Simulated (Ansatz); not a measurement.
## Relaxing amorphous Si0.4Ge0.6 (101 atoms)

Aim: bring amorphous Si0.4Ge0.6 (101 atoms) to a nearby minimum of the energy and see what moves.

Calculated with Ansatz 0.2.0; Kohn-Sham DFT, RPBE, PAW (set soft_2), plane waves.

**1. Set-up**

The cell holds 101 atoms: 40 Si and 61 Ge. Cell: a = 13.082 Å, b = 13.082 Å, c = 13.082 Å, α = 90.0°, β = 90.0°, γ = 90.0°. 101 atoms (40 Si, 61 Ge) placed at random at 4.12 g/cm³, melted at 3500 K for 10 ps at fixed volume with the Tersoff potential (Tersoff, Phys. Rev. B 39, 5566 (1989)). Quenched from 3500 K to 100 K at 500 K/ps and fixed volume, held 5 ps.

Before any run, some limits are plain. The quench rate of 500 K/ps far exceeds what a furnace or splat quench reaches, so expect more defects and frozen-in strain than in a real sample. The network of bonds at the start is that of the classical potential that made the cell. Sampling is at Γ alone, for a cell whose shortest periodic width is 13 Å.

**2. Single point at the start**

The forces at the start show how far the geometry lies from a minimum of this functional.

The input, input.yaml:

```yaml
crystal:
  lattice:
    - [13.0823, 0.0, 0.0]
    - [0.0, 13.0823, 0.0]
    - [0.0, 0.0, 13.0823]
  atoms:
    - { symbol: Si, position: [0.55419, 0.13187, 0.48154] }
    - { symbol: Si, position: [0.66165, 0.12431, 0.20405] }
    - { symbol: Si, position: [0.58998, 0.86942, 0.89256] }
    - { symbol: Si, position: [0.9833, 0.77102, 0.51522] }
    - { symbol: Si, position: [0.2798, 0.67269, 0.39301] }
    - { symbol: Si, position: [0.92325, 0.55565, 0.13354] }
    - { symbol: Si, position: [0.66713, 0.81494, 0.56981] }
    - { symbol: Si, position: [0.15762, 0.90332, 0.73263] }
    - { symbol: Si, position: [0.8166, 0.87016, 0.48079] }
    - { symbol: Si, position: [0.58345, 0.66083, 0.49385] }
    - { symbol: Si, position: [0.36814, 0.7429, 0.08149] }
    - { symbol: Si, position: [0.96956, 0.19664, 0.04762] }
    - { symbol: Si, position: [0.47987, 0.14797, 0.18819] }
    - { symbol: Si, position: [0.14255, 0.4747, 0.53124] }
    - { symbol: Si, position: [0.74342, 0.96217, 0.1613] }
    - { symbol: Si, position: [0.51641, 0.42454, 0.70314] }
    - { symbol: Si, position: [0.44845, 0.4206, 0.28693] }
    - { symbol: Si, position: [0.26618, 0.86327, 0.18669] }
    - { symbol: Si, position: [0.75411, 0.33042, 0.33212] }
    - { symbol: Si, position: [0.59281, 0.84857, 0.19558] }
    - { symbol: Si, position: [0.19663, 0.74655, 0.65205] }
    - { symbol: Si, position: [0.02092, 0.69646, 0.04945] }
    - { symbol: Si, position: [0.39175, 0.30493, 0.15067] }
    - { symbol: Si, position: [0.70213, 0.80261, 0.75297] }
    - { symbol: Si, position: [0.31727, 0.53449, 0.50741] }
    - { symbol: Si, position: [0.6369, 0.12052, 0.86059] }
    - { symbol: Si, position: [0.36, 0.70683, 0.72492] }
    - { symbol: Si, position: [0.29366, 0.6918, 0.91851] }
    - { symbol: Si, position: [0.86586, 0.04969, 0.64515] }
    - { symbol: Si, position: [0.56695, 0.97754, 0.58628] }
    - { symbol: Si, position: [0.90663, 0.65084, 0.89526] }
    - { symbol: Si, position: [0.0266, 0.3792, 0.42276] }
    - { symbol: Si, position: [0.28576, 0.32406, 0.99456] }
    - { symbol: Si, position: [0.45736, 0.58417, 0.62] }
    - { symbol: Si, position: [0.38619, 0.37445, 0.4519] }
    - { symbol: Si, position: [0.91714, 0.26182, 0.86162] }
    - { symbol: Si, position: [0.7274, 0.99481, 0.97242] }
    - { symbol: Si, position: [0.60528, 0.67274, 0.13891] }
    - { symbol: Si, position: [0.1764, 0.60109, 0.0308] }
    - { symbol: Si, position: [0.86675, 0.0577, 0.4554] }
    - { symbol: Ge, position: [0.42985, 0.5883, 0.18107] }
    - { symbol: Ge, position: [0.67825, 0.63764, 0.316] }
    - { symbol: Ge, position: [0.24384, 0.31832, 0.572] }
    - { symbol: Ge, position: [0.0486, 0.3957, 0.82802] }
    - { symbol: Ge, position: [0.44723, 0.11311, 0.8724] }
    - { symbol: Ge, position: [0.42713, 0.56476, 0.90854] }
    - { symbol: Ge, position: [0.2188, 0.97477, 0.0382] }
    - { symbol: Ge, position: [0.68857, 0.44298, 0.77704] }
    - { symbol: Ge, position: [0.12256, 0.39301, 0.26726] }
    - { symbol: Ge, position: [0.8561, 0.4528, 0.43094] }
    - { symbol: Ge, position: [0.17158, 0.81029, 0.47002] }
    - { symbol: Ge, position: [0.67395, 0.42043, 0.05537] }
    - { symbol: Ge, position: [0.82102, 0.43786, 0.63903] }
    - { symbol: Ge, position: [0.22203, 0.33514, 0.75578] }
    - { symbol: Ge, position: [0.16678, 0.94533, 0.33236] }
    - { symbol: Ge, position: [0.96109, 0.77048, 0.32794] }
    - { symbol: Ge, position: [0.11783, 0.73793, 0.21367] }
    - { symbol: Ge, position: [0.5707, 0.6848, 0.94566] }
    - { symbol: Ge, position: [0.88194, 0.80994, 0.79806] }
    - { symbol: Ge, position: [0.63083, 0.45287, 0.25353] }
    - { symbol: Ge, position: [0.76959, 0.82422, 0.30275] }
    - { symbol: Ge, position: [0.97626, 0.96957, 0.31724] }
    - { symbol: Ge, position: [0.40791, 0.04729, 0.04872] }
    - { symbol: Ge, position: [0.48372, 0.44798, 0.05562] }
    - { symbol: Ge, position: [0.41055, 0.8756, 0.6266] }
    - { symbol: Ge, position: [0.53812, 0.32534, 0.54008] }
    - { symbol: Ge, position: [0.2469, 0.95927, 0.57409] }
    - { symbol: Ge, position: [0.38746, 0.39343, 0.83484] }
    - { symbol: Ge, position: [0.17112, 0.1457, 0.54817] }
    - { symbol: Ge, position: [0.69695, 0.00445, 0.71796] }
    - { symbol: Ge, position: [0.99961, 0.37918, 0.1255] }
    - { symbol: Ge, position: [0.99578, 0.21119, 0.50918] }
    - { symbol: Ge, position: [0.71446, 0.15382, 0.38218] }
    - { symbol: Ge, position: [0.42977, 0.77349, 0.44968] }
    - { symbol: Ge, position: [0.43247, 0.0717, 0.34604] }
    - { symbol: Ge, position: [0.25037, 0.11105, 0.3692] }
    - { symbol: Ge, position: [0.77284, 0.17433, 0.05524] }
    - { symbol: Ge, position: [0.26193, 0.17688, 0.86498] }
    [... 17 atom lines left out ...]
    - { symbol: Ge, position: [0.86648, 0.60331, 0.302] }
    - { symbol: Ge, position: [0.76432, 0.58761, 0.0381] }
    - { symbol: Ge, position: [0.2255, 0.24, 0.21903] }
    - { symbol: Ge, position: [0.26977, 0.87541, 0.88278] }
    - { symbol: Ge, position: [0.44167, 0.88861, 0.29307] }
    - { symbol: Ge, position: [0.06201, 0.62086, 0.61596] }
kpoints:
  mp_grid: { grid: [1, 1, 1] }
hamiltonian:
  xc: rpbe
scf:
  occupations: { method: fermi_dirac, width: 0.05 }
output:
  forces: true
  stress: true
  populations: true
  dos:
    method: { smearing: { sigma: 0.08 } }
    de: 0.1
    projected: { site_lists: { Ge: [Ge], Si: [Si] } }
  eigenvalues: true
```

The run is started by

```console
$ ansatz run input.yaml --threads 4 --pin off --max-ram 8192MiB --backend cpu --events-out ev --progress --plain --runs-dir out
```

Numbers of over 12 decimals in the logs are rounded to 6 here.

The program printed:

```text
Engine: ansatz 0.2.0, aarch64-unknown-linux-gnu
Pseudopotentials: kind: paw
Pseudopotential: Si, paw, valence charge 4, recommended cutoff 420 eV (normal), Si.paw.azcp
Pseudopotential: Ge, paw, valence charge 14, recommended cutoff 420 eV (normal), Ge.paw.azcp
[... 5 lines on functional and potentials left out ...]
Crystal: 101 atoms, lattice volume = 2238.991 Å³
Basis set: ecut = 420 eV, 43723 PW (Γ), exchange–correlation on 180×180×180 points (8 copies of the dense FFT grid, shifted against one another)
Bands: 609, of which v1, the nominal top of the filled ones, is band 507 counted from 1 (506 counted from 0)
Symmetry: 1 space group operations
Space group: P1 (ITA 1), of the structure as read, at distance tolerance 1.3e-4 Å
k-points: 1
[... 7 lines on functional and potentials left out ...]
Initial density: superposition of atomic densities (neutral atoms: chi_scale 0, normalization atom), corrected by the library's trained network
Initial wavefunctions: pseudopotential atomic-orbital guess
Functional: x = rpbe, c = pbe(β = 0.066725)
SCF iter   1: F=—  HF=-287864.469483 eV  |F-HF|=—  |Δ(HF+E_count)|=         —  Δρ=4.06e-3  dr2=6.60e-1  ethr=1.77e-3  ⟨swp⟩=6.0  Hψ=2284  notcnv=0  defer=3
preconditioner: auto → LDOS  [metal: Δε(μ)=0.039 eV  Ē_g=19.159 eV  σ=0.050 eV  W_gap=0.19  n_scr=484 (ndim 8)  ℏωp=25.0 eV  f_vac=0.044  D(μ)=39.50/eV (n_scr^D=202)  β→1.0]
SCF iter   2: F=—  HF=-287864.426439 eV  |F-HF|=—  |Δ(HF+E_count)|=   4.30e-2  Δρ=2.10e-3  dr2=1.69e-1  ethr=6.51e-5  ⟨swp⟩=2.0  Hψ=1246  notcnv=0  defer=64
SCF iter   3: F=—  HF=-287864.367661 eV  |F-HF|=—  |Δ(HF+E_count)|=   5.88e-2  Δρ=6.97e-4  dr2=1.93e-2  ethr=1.66e-5  ⟨swp⟩=2.0  Hψ=1090  notcnv=0  defer=64
SCF iter   4: F=—  HF=-287864.362444 eV  |F-HF|=—  |Δ(HF+E_count)|=   5.22e-3  Δρ=1.88e-4  dr2=2.20e-3  ethr=1.90e-6  ⟨swp⟩=2.0  Hψ=1054  notcnv=0  defer=64
SCF iter   5: F=—  HF=-287864.362655 eV  |F-HF|=—  |Δ(HF+E_count)|=   2.11e-4  Δρ=6.66e-5  dr2=2.45e-4  ethr=2.17e-7  ⟨swp⟩=2.0  Hψ=739  notcnv=0  defer=64
SCF iter   6: F=—  HF=-287864.362679 eV  |F-HF|=—  |Δ(HF+E_count)|=   2.41e-5  Δρ=1.98e-5  dr2=2.48e-5  ethr=2.42e-8  ⟨swp⟩=2.0  Hψ=999  notcnv=0  defer=64
SCF iter   7: F=—  HF=-287864.362709 eV  |F-HF|=—  |Δ(HF+E_count)|=   2.96e-5  Δρ=8.51e-6  dr2=4.00e-6  ethr=2.45e-9  ⟨swp⟩=2.0  Hψ=895  notcnv=0  defer=64
SCF iter   8: F=—  HF=-287864.362709 eV  |F-HF|=—  |Δ(HF+E_count)|=   8.19e-7  Δρ=3.29e-6  dr2=5.58e-7  ethr=3.94e-10  ⟨swp⟩=2.0  Hψ=1043  notcnv=0  defer=64
SCF iter   9: F=-287864.362710 eV  HF=-287864.362710 eV  |F-HF|=2.53e-8  |Δ(HF+E_count)|=   1.52e-7  Δρ=1.15e-6  dr2=7.29e-8  ethr=9.86e-12  ⟨swp⟩=11.0  Hψ=2624  notcnv=0
SCF 1 converged in 9 iterations: F = -287864.362710 eV  dr2 = 7.29e-8
  greatest PAW one-centre occupation: 0.998 electrons in one spin orbital (limit 2), on the Ge atom at site 88 (counted from 0), in its partial waves of l = 2
SCF converged after 9 iterations
Free energy (F): -287864.362710 eV
Harris-Foulkes:  -287864.362710 eV  (|F-HF|=2.53e-8)
Internal energy: -287864.027821 eV  (E = F + TS)
E sigma→0 (E₀):  -287864.195265 eV
Entropy (-TS):   -0.334888 eV (-3.316 meV/atom)
Fermi energy:    7.495824 eV
--- Per-component energies (eV) ---
  E_band       = -9476.396576
  E_kinetic    = 8308.343482
  E_local      = -177420.139484  (includes V_loc(G=0)·N_el)
  E_nonlocal   = 26424.931998
  E_hartree    = 78938.155821
  E_xc         = -6793.780011
  E_vxc        = -5751.876931  (∫ρ·V_xc dr)
  E_paw        = -144073.919312  (= ΣΔE_a)
  E_vpaw       = -18913.994734  (= ΣTr[D̂ρ^β])
  E_aug_tail   = 0.019477  (compensation charges beyond the density's cutoff)
  E_ewald      = -73235.584170
  E_core_change = -12.055622  (= ΣΔE_core)
  E_smearing   = -0.334888  (= −TS)
  E_closure    = -0.000000  (closes the sum)
  Σ components = -287864.362710   (vs F -287864.362710, Δ=0.00e0)
--- Forces (eV/Å), atoms counted from 1 ---
  atom   1  Si     0.10670040    -0.19681809    -0.00604730
  atom   2  Si     0.30834444    -0.30140224    -0.10417498
  atom   3  Si     0.75050684    -0.19961577    -0.54862387
  atom   4  Si     0.33485314    -0.14105663     0.45503173
  atom   5  Si     0.26442578    -0.21351858     0.12873866
  atom   6  Si     0.38379520     0.36167865    -0.33986674
  atom   7  Si    -0.38591189    -0.22028711    -0.06284020
  atom   8  Si    -0.05409654    -0.11445093     0.30242316
  atom   9  Si    -0.11193053     0.14481263    -0.05156888
  atom  10  Si    -0.07974177     0.66510324     0.29487941
  atom  11  Si    -0.36718938    -0.06581315    -0.03330070
  atom  12  Si     0.12839009    -0.02639183    -0.33808660
  atom  13  Si     0.31298669     0.17265700    -0.52912912
  atom  14  Si     0.07292366    -0.18072238    -0.14914172
[...]
atom 100  Ge    -0.23636763    -0.23366820     0.10150823
  atom 101  Ge    -0.00011061     0.38763515    -0.16464372
  max |Σ_I F_I| component: 4.46e-5 eV/Å
--- Stress (GPa, compression-positive) ---
        1.196963      -0.453306       0.170458
       -0.453306       1.239991       0.140473
        0.170458       0.140473       1.953035
  P = ⅓ Tr σ = 1.4633 GPa (14.633 kbar)
--- Band table (eV) ---
  k-point 0: bands = ["-17.3674", "-17.3534", "-17.3267", "-17.3211", [... 593 levels ...], "11.2655", "11.2807", "11.3300", "11.3492", "11.3908", "11.4152", "11.4286", "11.4339", "11.4770", "11.5174", "11.5680", "11.6032"]
--- Löwdin populations: 101 sites ---
  site symbol       q [e]
     0     Si      3.9328
     1     Si      3.9253
     2     Si      3.9530
[...]
100     Ge     13.9998
  spilling = 0.003648 (of n_electrons = 1014.000000)
```

The job ended after 72 s (4 threads of Arm Neoverse V1, shared host; peak memory 3.5 GiB).

In the SCF lines HF is the Harris–Foulkes energy and dr2 the Hartree energy of the density residual, in eV; the loop may stop once dr2 is under the threshold and the program's other checks hold. Hψ counts applications of the Hamiltonian.

Read from the output:

```
free energy                             : -287864.3627 eV
free energy per atom                    : -2850.1422 eV/atom
SCF cycles                              : 9
pressure                                : 1.463 GPa
r.m.s. force component                  : 0.3413 eV/Å
longest force                           : 1.262 eV/Å
Fermi energy                            : 7.496 eV
levels partly filled by over 2 per cent : 8
spilling of the projection              : 0.003648
```

The r.m.s. force component of 0.34 eV/Å and the pressure of 1.5 GPa set the starting point.

Neighbours are counted within 2.93 Å (Ge-Ge), 2.93 Å (Ge-Si), 2.93 Å (Si-Si).

Length of the force by element and coordination:

| element | coordination | atoms | mean length of the force (eV/Å) | spread | least | most |
| --- | --- | --- | --- | --- | --- | --- |
| Ge | all | 61 | 0.533 | 0.237 | 0.0747 | 1.18 |
| Ge | 4 | 42 | 0.528 | 0.224 | 0.0747 | 1.18 |
| Ge | 5 | 19 | 0.544 | 0.264 | 0.0787 | 1.12 |
| Si | all | 40 | 0.544 | 0.260 | 0.0831 | 1.26 |
| Si | 4 | 21 | 0.533 | 0.259 | 0.190 | 1.26 |
| Si | 5 | 19 | 0.557 | 0.261 | 0.0831 | 0.954 |

[end of part 1 of 3]

[Logs are printed without paths, hosts, clocks, repeated set-up lines and the standing remarks that a program may print on its own settings, such as how far it seeks lower states.]

[Hosts, paths, dates, database ids (printed as entryN), source tags and the programs' standing remarks are cut or masked in the printed files.]
